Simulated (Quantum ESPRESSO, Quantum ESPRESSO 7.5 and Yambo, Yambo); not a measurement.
**Gap slopes of Sr2TaGaO6 (I4/m) from G0W0 (hydrostatic strain)**

Does LDA give the same change of gap under hydrostatic strain as G0W0? The case is Sr2TaGaO6 (I4/m).

Method: LDA and many-body steps on it, plane waves, in Quantum ESPRESSO 7.5 and Yambo 5.3.0.

### Step 1. The structure

Symmetry: I4/m, No. 87, tetragonal system. Conventional cell: a = 5.575 Å, b = 5.575 Å, c = 7.895 Å, α = 90.00°, β = 90.00°, γ = 90.00°. Sr has 12 O at 2.70 to 2.89 Å nearest. Nearest to Ta lie 6 O at 1.97 to 1.98 Å. Ga has 6 O at 1.97 to 1.98 Å nearest. Nearest to O lie 1 Ga at 1.97 Å and 1 Ta at 1.97 Å and 4 Sr at 2.79 Å. O has 1 Ga at 1.98 Å and 1 Ta at 1.98 Å and 4 Sr at 2.70 to 2.89 Å nearest. Farther neighbours and most contacts between anions are not listed.

The cell and positions come from the Crystallography Open Database and are kept as given unless a step says otherwise. Spin-orbit coupling is left out unless a step names it.

### Step 2. Ground state

This step: Quantum ESPRESSO 7.5; DFT, LDA, plane waves, norm-conserving pseudopotentials.

The ground-state density comes first.

pw.in

```
&control
  calculation = 'scf'
  prefix = 'x'
  outdir = 'o'
  pseudo_dir = 'pseudo'
  tprnfor = .true.
  tstress = .true.
/
&system
  ibrav = 0
  nat = 10
  ntyp = 4
  ecutwfc = 104.0
  nbnd = 54
  force_symmorphic = .true.
/
&electrons
  conv_thr = 1e-10
  electron_maxstep = 80
  mixing_beta = 0.5
/
ATOMIC_SPECIES
  Sr 87.62 Sr.upf
  Ta 180.95 Ta.upf
  Ga 69.723 Ga.upf
  O 15.999 O.upf
CELL_PARAMETERS angstrom
  -2.7876950000 2.7876950000 3.9474500000
  2.7876950000 -2.7876950000 3.9474500000
  2.7876950000 2.7876950000 -3.9474500000
ATOMIC_POSITIONS crystal
  Sr 0.7500000000 0.2500000000 0.5000000000
  Sr 0.2500000000 0.7500000000 0.5000000000
  Ta 0.5000000000 0.5000000000 0.0000000000
  Ga 0.0000000000 0.0000000000 0.0000000000
  O 0.2499000000 0.2499000000 0.0000000000
  O 0.7501000000 0.7501000000 0.0000000000
  O 0.2327000000 0.2671000000 0.4998000000
  O 0.2671000000 0.7673000000 0.0344000000
  O 0.7673000000 0.7329000000 0.5002000000
  O 0.7329000000 0.2327000000 0.9656000000
K_POINTS automatic
  6 6 6 0 0 0
```

Command:

```sh
OMP_NUM_THREADS=1 mpirun -n 8 pw.x -nk 8 -in pw.in > pw.out
```

Output:

```text
Program PWSCF v.7.5 starts

     This program is part of the open-source Quantum ESPRESSO suite
     for quantum simulation of materials; please cite
         "P. Giannozzi et al., J. Phys.:Condens. Matter 21 395502 (2009);
         "P. Giannozzi et al., J. Phys.:Condens. Matter 29 465901 (2017);
         "P. Giannozzi et al., J. Chem. Phys. 152 154105 (2020);
     in publications or presentations arising from this work. More details at
     Message from routine setup:
[...]
total   stress  (Ry/bohr**3)                   (kbar)     P=      -81.75
  -0.00056093  -0.00000000  -0.00000000          -82.52       -0.00       -0.00
  -0.00000000  -0.00056093  -0.00000000           -0.00      -82.52       -0.00
  -0.00000000   0.00000000  -0.00054530           -0.00        0.00      -80.22

     XML data file, charge density, pseudopotentials, collected wavefunctions

=------------------------------------------------------------------------------=
   JOB DONE.
=------------------------------------------------------------------------------=
[key lines of the parts left out:]
!    total energy              =    -962.61046070 Ry
convergence has been achieved in  14 iterations
```

It took 2 min on 8 MPI ranks of Arm Neoverse V2, shared host; peak memory 2 GiB.

Numbers from this step:

```
total energy               : -13096.9825 eV
gap                        : 3.987 eV
k of the valence top       : 0, 0, 0
k of the conduction bottom : 0, 0, 0
least direct gap           : 3.987 eV
pressure                   : -8.175 GPa
```

The gap is direct, at Γ.

With these pseudopotential files and this cutoff the stress is not reliable, so the pressure is no result.

### Step 3. Empty states on the mesh, 4×4×4 mesh, 129 bands

The sums over transitions need many empty states on a uniform mesh; this step solves for them.

Changes to pw.in since step 2:

```diff
@@ -1,3 +1,3 @@
 &control
-  calculation = 'scf'
+  calculation = 'nscf'
   prefix = 'x'
@@ -5,4 +5,2 @@
   pseudo_dir = 'pseudo'
-  tprnfor = .true.
-  tstress = .true.
 /
@@ -13,3 +11,3 @@
   ecutwfc = 104.0
-  nbnd = 54
+  nbnd = 129
   force_symmorphic = .true.
@@ -17,5 +15,6 @@
 &electrons
-  conv_thr = 1e-10
+  conv_thr = 1e-9
   electron_maxstep = 80
-  mixing_beta = 0.5
+  diago_full_acc = .true.
+  diago_thr_init = 5e-6
 /
@@ -42,2 +41,2 @@
 K_POINTS automatic
-  6 6 6 0 0 0
+  4 4 4 0 0 0
```

Command:

```sh
OMP_NUM_THREADS=1 mpirun -n 8 pw.x -nk 4 -in pw.in > pw.out
```

Output:

```text
[banner, memory and clock lines left out]
Program PWSCF v.7.5 starts

     Atomic positions and unit cell read from directory:
     o/x.save/

     Message from routine setup:
     using ibrav=0 with symmetry is DISCOURAGED, use correct ibrav instead

     bravais-lattice index     =            0
     lattice parameter (alat)  =      10.5427  a.u.
     unit-cell volume          =     828.0637 (a.u.)^3
     number of atoms/cell      =           10
     number of atomic types    =            4
     number of electrons       =        90.00
[...]
47.3196

          k = 0.2502 0.2502 0.0000 ( 14812 PWs)   bands (ev):

[...]
[... 5 further rows ...]
[...]
47.9230

          k =-0.5003-0.5003 0.0000 ( 14820 PWs)   bands (ev):

[...]
25.9517  26.3459  26.4078  27.7564  28.0861  28.6757  28.7943  30.8099
     [... 5 further rows ...]
    46.1438  46.2602  46.3533  46.4987  46.7987  46.9591  47.3247  47.5827
    47.8747

          k = 0.2502-0.0000 0.1767 ( 14814 PWs)   bands (ev):

     [... further k-points ...]

     highest occupied, lowest unoccupied level (ev):    10.0413   14.0285

     XML data file, pseudopotentials, collected wavefunctions
```

It took 40 s on 8 MPI ranks; peak memory 1.3 GiB; 5.3 min of CPU time.

This step gave:

- gap: 3.987 eV
- k of the valence top: 0, 0, 0
- k of the conduction bottom: 0, 0, 0
- least direct gap: 3.987 eV
- k points computed: 14
- lowest point of the top converged band, above the valence top: 37.28 eV

On this mesh the gap is 3.987 eV.

### Step 4. Conversion and set-up

This step: Yambo 5.3.0; conversion and set-up on LDA, plane waves, norm-conserving pseudopotentials.

The states are converted to the many-body program's format and the q mesh is built.

Command:

```sh
(cd o/x.save; p2y > p2y.log; mv SAVE ../..); yambo > setup.log
```

Output:

```text
 Yambo, version 5.3.0

 [02] CORE Variables Setup
 =========================

  [02.01] Unit cells
  ==================

  Cell kind             :  Unknown
  Atoms in the cell     :  Sr  Ta  Ga  O
  number of Sr atoms    :  2
  number of Ta atoms    :  1
  number of Ga atoms    :  1
  number of O  atoms    :   6

  List of atomic masses
  Mass of Sr    :  87.62000
  Mass of Ta    :  180.9500
  Mass of Ga    :  69.72300
  Mass of O     :  15.99900

  List of atomic coordinates    : [cc]
  Sr1       :  0.000000  5.267980  3.729800  order 1
[...]
Q [ 1]         [rlu]:  0.000000  0.000000  0.000000
 Q [ 2]         [rlu]:  0.36207E-16  0.66471E-17  0.25000
 Q [ 3]         [rlu]: -0.72414E-16 -0.13294E-16 -0.50000
[...]
Q [ 8]         [rlu]:  0.250000  0.250000  0.250000
 Q [ 9]         [rlu]:  0.250000  0.250000 -0.250000
 Q [10]         [rlu]:  0.250000  0.500000 -0.500000
 Q [11]         [rlu]:  0.250000 -0.250000  0.250000
 Q [12]         [rlu]:  0.250000  0.750000 -0.500000
 Q [13]         [rlu]:  0.500000  0.500000 -0.500000
 Q [14]         [rlu]: -0.74454E-17 -0.25000      0.50000

  [03.01] X indexes
  =================

   [03.01.01] Sigma indexes
   ========================

 [06] Game Over & Game summary
```

The job ended after 5.5 s (1 MPI rank; peak memory 0.26 GiB).

### Step 5. G0W0, strain +0 %

G0W0 replaces the xc potential by the self-energy, built once from these orbitals. Only a window of levels is corrected, while the sums run over the empty bands that the input names.

This step: G0W0 on LDA, plane waves, norm-conserving pseudopotentials.

gw1.in

```
HF_and_locXC
gw0
dyson
ppa
em1d
rim_cut
RandQpts= 1000000
RandGvec= 1 RL
EXXRLvcs= 104 Ry
VXCRLvcs= 416 Ry
Chimod= "HARTREE"
% BndsRnXp
 1 | 129 |
%
NGsBlkXp= 7 Ry
% LongDrXp
 1 | 1 | 1 |
%
% GbndRnge
 1 | 129 |
%
DysSolver= "n"
ExtendOut
PPAPntXp= 27.21138 eV
% QPkrange
 1 | 1 | 44 | 47 |
%
```

Command:

```sh
OMP_NUM_THREADS=2 mpirun -n 4 yambo -F gw1.in -J gw1 -C gw1 > gw1.log
```

Output:

```text
 Yambo, version 5.3.0

 [02] CORE Variables Setup
 =========================

  [... cell, symmetries and grids as in the set-up ...]

  [02.05] Energies & Occupations
  ==============================

  [X] === General ===
  [X] Electronic Temperature                        :  0.000000  0.000000 [eV K]
  [X] Bosonic    Temperature                        :  0.000000  0.000000 [eV K]
  [X] Finite Temperature mode                       : no
  [X] El. density                                   :  0.73346E+24 [cm-3]
  [X] Fermi Level                                   :  10.04129 [eV]

  [X] === Gaps and Widths ===
  [X] Conduction Band Min                           :  3.987223 [eV]
  [X] Valence Band Max                              :  0.000000 [eV]
  [X] Filled Bands                                  :   45
  [X] Empty Bands                                   :   46  129
  [X] Direct Gap                                    :  3.987223 [eV]
  [X] Direct Gap localized at k                     :  1
  [X] Indirect Gap                                  :  3.987223 [eV]
  [X] Indirect Gap between kpts                     :  1  1
  [X] Last valence band width                       :  0.541394 [eV]
  [X] 1st conduction band width                     :  0.641850 [eV]

 [03] Transferred momenta grid and indexing
 ==========================================

 IBZ Q-points                                      :  14
 BZ  Q-points                                      :   64

 K/Q-points units:
 rlu = crystal or reduced units; cc = cartesian coordinates; iku = interal k-units

 Q [ 1]         [rlu]:  0.000000  0.000000  0.000000
 Q [ 2]         [rlu]:  0.36207E-16  0.66471E-17  0.25000
 Q [ 3]         [rlu]: -0.72414E-16 -0.13294E-16 -0.50000
[...]
Q [ 8]         [rlu]:  0.250000  0.250000  0.250000
 Q [ 9]         [rlu]:  0.250000  0.250000 -0.250000
 Q [10]         [rlu]:  0.250000  0.500000 -0.500000
 Q [11]         [rlu]:  0.250000 -0.250000  0.250000
 Q [12]         [rlu]:  0.250000  0.750000 -0.500000
 Q [13]         [rlu]:  0.500000  0.500000 -0.500000
 Q [14]         [rlu]: -0.74454E-17 -0.25000      0.50000

 [04] Coloumb potential Random Integration (RIM)
 ===============================================

  [04.01] RIM initialization
  ==========================

  * Diagonal components only detected *

  8 x (sBL volume)        :  0.037444 [a.u.]
  sBZ random points       :  1000000
  Points outside the sBZ  :   7968072
  RL volume               :  0.299555 [a.u.]
  Integrated volume       :  0.300755 [a.u.]

  [04.02] RIM integrals
  =====================

  Gamma point sphere radius             :  0.060685 [a.u.]
  Points outside the sphere             :   800485
  [Int_sBZ(q=0) 1/q^2]*(Vol_sBZ)^(-1/3) =:  7.776456
                                 should be <:  7.795600

  Summary of Coulomb integrals for non-metallic bands |Q|[au] RIM/Bare

[...]
Brillouin Zone Q/K grids (IBZ/BZ)                :   14   64   14   64
  RL vectors                                       :  19275 [WF]
  Coulomb cutoff potential                         : none
  Electronic Temperature                           :  0.000000 [K]
  Bosonic    Temperature                           :  0.000000 [K]
  PPA    diel. fun.  energies                      : Slater exchange(X)+Perdew & Wang(C)
  wavefunctions                                    : Slater exchange(X)+Perdew & Wang(C)
  Global Gauge                                     : length
  X matrix size                                    :  267
  X band range                                     :    1  129
  X e/h energy range                               : -1.000000 -1.000000 [eV]
  X Time ordering                                  : R
  X Hxc Kernel                                     : HARTREE
  X Drude frequency                                :  0.000000  0.000000
  X poles                                          :  100.0000 [o/o]
  RL vectors in the sum                            :  19275
  [r,Vnl] included                                 : yes
  Field direction                                  :  0.577350E-5  0.577350E-5  0.577350E-5
  BZ energy Double Grid                            : no
  BZ energy DbGd points                            : 0
  BZ Q point size factor                           : -1.000000
  X Optical Averaged directions                    : none

 [07] Local Exchange-Correlation + Non-Local Fock
 ================================================

 [VXC] Plane waves :  118925
 [EXS] Plane waves :  14857

 QP @ state[ 1 ] K range:  1  1
 QP @ state[ 1 ] b range:   44   47

 [xc] Functional : Slater exchange(X)+Perdew & Wang(C)
 [xc] LIBXC used to calculate xc functional
  PP Number of Atomic Species                      :   4
  NLCC RL compoments                               :  118925
  PP Number of Atomic Species                      :   4
  NLCC RL compoments                               :  118925

 [xc] E_xc :  -57.44213 [Ha]
      E_xc :  -114.8843 [Ry]

  Local XC kind (lXC) : Slater exchange(X)+Perdew & Wang(C)
  Non-Local XC kind (nlXC) : Hartree-Fock

  Corrections @ K [1] :  [eV]
 <44|nlXC|44> = -25.13704 -0.27441E-17 <44|lXC|44> = -19.85019  0.57855E-22
 <45|nlXC|45> = -25.13706  0.71350E-18 <45|lXC|45> = -19.85023  0.49240E-22
 <46|nlXC|46> = -10.06134 -0.44267E-18 <46|lXC|46> = -15.83414  0.46631E-20
 <47|nlXC|47> = -10.06134  0.10681E-17 <47|lXC|47> = -15.83415  0.18882E-15

 [08] Dyson equation: Newton solver
 ==================================

  [08.01] G0W0 (W PPA)
  ====================

  [  GW  ] Bands range     :    1  129
  [GW/PPA] G damping       :  0.100000 [eV]

  QP @ state[ 1 ] K range:  1  1
  QP @ state[ 1 ] b range:   44   47

   Sc/G bands                                       :    1  129
   Sc/G damping                                     :  0.100000 ev
   Sc bands terminator                              : no
   Sx RL components                                 :  14857

   QP @ state[ 1 ] K range                          :  1  1
   QP @ state[ 1 ] b range                          :   44   47
   GF energies kind                                 : Slater exchange(X)+Perdew & Wang(C)
   GF WF`s kind                                     : Slater exchange(X)+Perdew & Wang(C)
   Xs energies kind                                 : Slater exchange(X)+Perdew & Wang(C)
   Xs WF`s kind                                     : Slater exchange(X)+Perdew & Wang(C)

 [11] Game Over & Game summary
```

Run time: 11 min. Hardware: 4 MPI ranks; peak memory 9.9 GiB; 81 min of CPU time.

This step gave:

| Quantity | Value |
| --- | --- |
| G0W0 gap on the points computed | 6.206 eV |
| starting gap on the mesh | 3.987 eV |
| k of the valence top | 0, 0, 0 |
| k of the conduction bottom | 0, 0, 0 |
| least direct G0W0 gap on the computed points | 6.206 eV |
| Z at the valence top | 0.7866 |
| Z at the conduction bottom | 0.8316 |

The gap on the mesh goes from 3.99 eV to 6.21 eV, a correction of +2.22 eV.

### Step 6. G0W0, strain -1 %

The cell differs from the one that the last finished run ended in (a 5.579 → 5.523 Å, b 5.579 → 5.523 Å, c 5.579 → 5.523 Å).

gw2.in

```
HF_and_locXC
gw0
dyson
ppa
em1d
rim_cut
RandQpts= 1000000
RandGvec= 1 RL
EXXRLvcs= 104 Ry
VXCRLvcs= 416 Ry
Chimod= "HARTREE"
% BndsRnXp
 1 | 129 |
%
NGsBlkXp= 267 RL
% LongDrXp
 1 | 1 | 1 |
%
% GbndRnge
 1 | 129 |
%
DysSolver= "n"
ExtendOut
PPAPntXp= 27.21138 eV
% QPkrange
 1 | 1 | 44 | 47 |
%
```

Command:

```sh
OMP_NUM_THREADS=2 mpirun -n 4 yambo -F gw2.in -J gw2 -C gw2 > gw2.log
```

Output:

```text
 Yambo, version 5.3.0

 [02] CORE Variables Setup
 =========================

  [... cell, symmetries and grids as in the set-up ...]

  [02.05] Energies & Occupations
  ==============================

  [X] === General ===
  [X] Electronic Temperature                        :  0.000000  0.000000 [eV K]
  [X] Bosonic    Temperature                        :  0.000000  0.000000 [eV K]
  [X] Finite Temperature mode                       : no
  [X] El. density                                   :  0.75591E+24 [cm-3]
[...]
Sc/G damping                                     :  0.100000 ev
   Sc bands terminator                              : no
   Sx RL components                                 :  14333

   QP @ state[ 1 ] K range                          :  1  1
   QP @ state[ 1 ] b range                          :   44   47
   GF energies kind                                 : Slater exchange(X)+Perdew & Wang(C)
   GF WF`s kind                                     : Slater exchange(X)+Perdew & Wang(C)
   Xs energies kind                                 : Slater exchange(X)+Perdew & Wang(C)
   Xs WF`s kind                                     : Slater exchange(X)+Perdew & Wang(C)

 [11] Game Over & Game summary
```

The job ended after 12 min (4 MPI ranks; peak memory 9.5 GiB).

This step gave:

```yaml
g0w0_gap_on_the_points_computed: 6.350 eV
starting_gap_on_the_mesh: 4.104 eV
k_of_the_valence_top: 0, 0, 0
k_of_the_conduction_bottom: 0, 0, 0
least_direct_g0w0_gap_on_the_computed_points: 6.350 eV
```

The gap on the mesh goes from 4.10 eV to 6.35 eV, a correction of +2.25 eV.

Ground state, empty states and screening of this cell were made anew, as for the first cell; those steps are not shown. 

### Step 7. G0W0, strain +1 %

The cell differs from the one that the last finished run ended in (a 5.523 → 5.635 Å, b 5.523 → 5.635 Å, c 5.523 → 5.635 Å).

gw3.in

```
HF_and_locXC
gw0
dyson
ppa
em1d
rim_cut
RandQpts= 1000000
RandGvec= 1 RL
EXXRLvcs= 104 Ry
VXCRLvcs= 416 Ry
Chimod= "HARTREE"
% BndsRnXp
 1 | 129 |
%
NGsBlkXp= 267 RL
% LongDrXp
 1 | 1 | 1 |
%
% GbndRnge
 1 | 129 |
%
DysSolver= "n"
ExtendOut
PPAPntXp= 27.21138 eV
% QPkrange
 1 | 1 | 44 | 47 |
%
```

Command:

```sh
OMP_NUM_THREADS=2 mpirun -n 4 yambo -F gw3.in -J gw3 -C gw3 > gw3.log
```

Output:

```text
 Yambo, version 5.3.0

 [02] CORE Variables Setup
 =========================

  [... cell, symmetries and grids as in the set-up ...]

  [02.05] Energies & Occupations
  ==============================

  [X] === General ===
  [X] Electronic Temperature                        :  0.000000  0.000000 [eV K]
  [X] Bosonic    Temperature                        :  0.000000  0.000000 [eV K]
  [X] Finite Temperature mode                       : no
  [X] El. density                                   :  0.71189E+24 [cm-3]
[...]
Sc/G damping                                     :  0.100000 ev
   Sc bands terminator                              : no
   Sx RL components                                 :  15369

   QP @ state[ 1 ] K range                          :  1  1
   QP @ state[ 1 ] b range                          :   44   47
   GF energies kind                                 : Slater exchange(X)+Perdew & Wang(C)
   GF WF`s kind                                     : Slater exchange(X)+Perdew & Wang(C)
   Xs energies kind                                 : Slater exchange(X)+Perdew & Wang(C)
   Xs WF`s kind                                     : Slater exchange(X)+Perdew & Wang(C)

 [11] Game Over & Game summary
```

Elapsed: 12 min, on 4 MPI ranks; peak memory 9.9 GiB; 89 min of CPU time.

Numbers from this step:

| Item | Value |
| --- | --- |
| G0W0 gap on the points computed | 6.052 eV |
| starting gap on the mesh | 3.871 eV |
| k of the valence top | 0, 0, 0 |
| k of the conduction bottom | 0, 0, 0 |
| least direct G0W0 gap on the computed points | 6.052 eV |

The gap on the mesh goes from 3.87 eV to 6.05 eV, a correction of +2.18 eV.

Again on this cell's own states.

### Step 8. The series

One mesh (4×4×4), Godby-Needs plasmon pole, 129 bands in every cell; hydrostatic strain per length. Fractional positions are the same in all cells, though this structure has free coordinates, so these are clamped-ion slopes.

| strain (%) | LDA gap (eV) | G0W0 gap (eV) | least direct G0W0 gap (eV) | G0W0 edges |
| --- | --- | --- | --- | --- |
| -1 | 4.104 | 6.350 | 6.350 | Γ to Γ |
| +0 | 3.987 | 6.206 | 6.206 | Γ to Γ |
| +1 | 3.871 | 6.052 | 6.052 | Γ to Γ |

### Step 9. What came out

* slope under compression: −116 (LDA) and −144 (G0W0) meV per %
* slope under tension: −116 (LDA) and −153 (G0W0) meV per %
* ions: clamped: fractional positions held
* GW settings, unstrained cell: 4×4×4 mesh, 129 bands
* known limits: not at the basis limit; no spin-orbit coupling

In words: On the side of compression the slopes of gap against strain are −116 (LDA) and −144 (G0W0) meV per %. On the side of tension the slopes of gap against strain are −116 (LDA) and −153 (G0W0) meV per %. One line through all points gives volume deformation potentials of -3.88 eV (LDA) and -4.96 eV (G0W0). Gaps are read on the mesh, so a valley between its points is missed. Bands and cutoff are finite, so the gap is not at the basis limit. The miss can reach some tenths of an eV and take either sign; the mesh is an error of its own. In the G0W0 run levels were corrected at 1 k point alone, so a gap called «on the mesh» is the least over those, and an edge elsewhere would be missed. The many-body steps are scalar-relativistic: spin-orbit coupling is not in them.

[Paths, hosts, dates, memory and timing lines, banners, echoed tables and standing remarks are left out of the program output.]

[Logs are printed without paths, hosts, clocks, repeated set-up lines and the standing remarks that a program may print on its own settings, such as how far it seeks lower states.]

[Runs of the session that timed out or met a known fault of the program may be left out.]

[Hosts, paths, dates, database ids (printed as entryN), source tags and the programs' standing remarks are cut or masked in the printed files.]
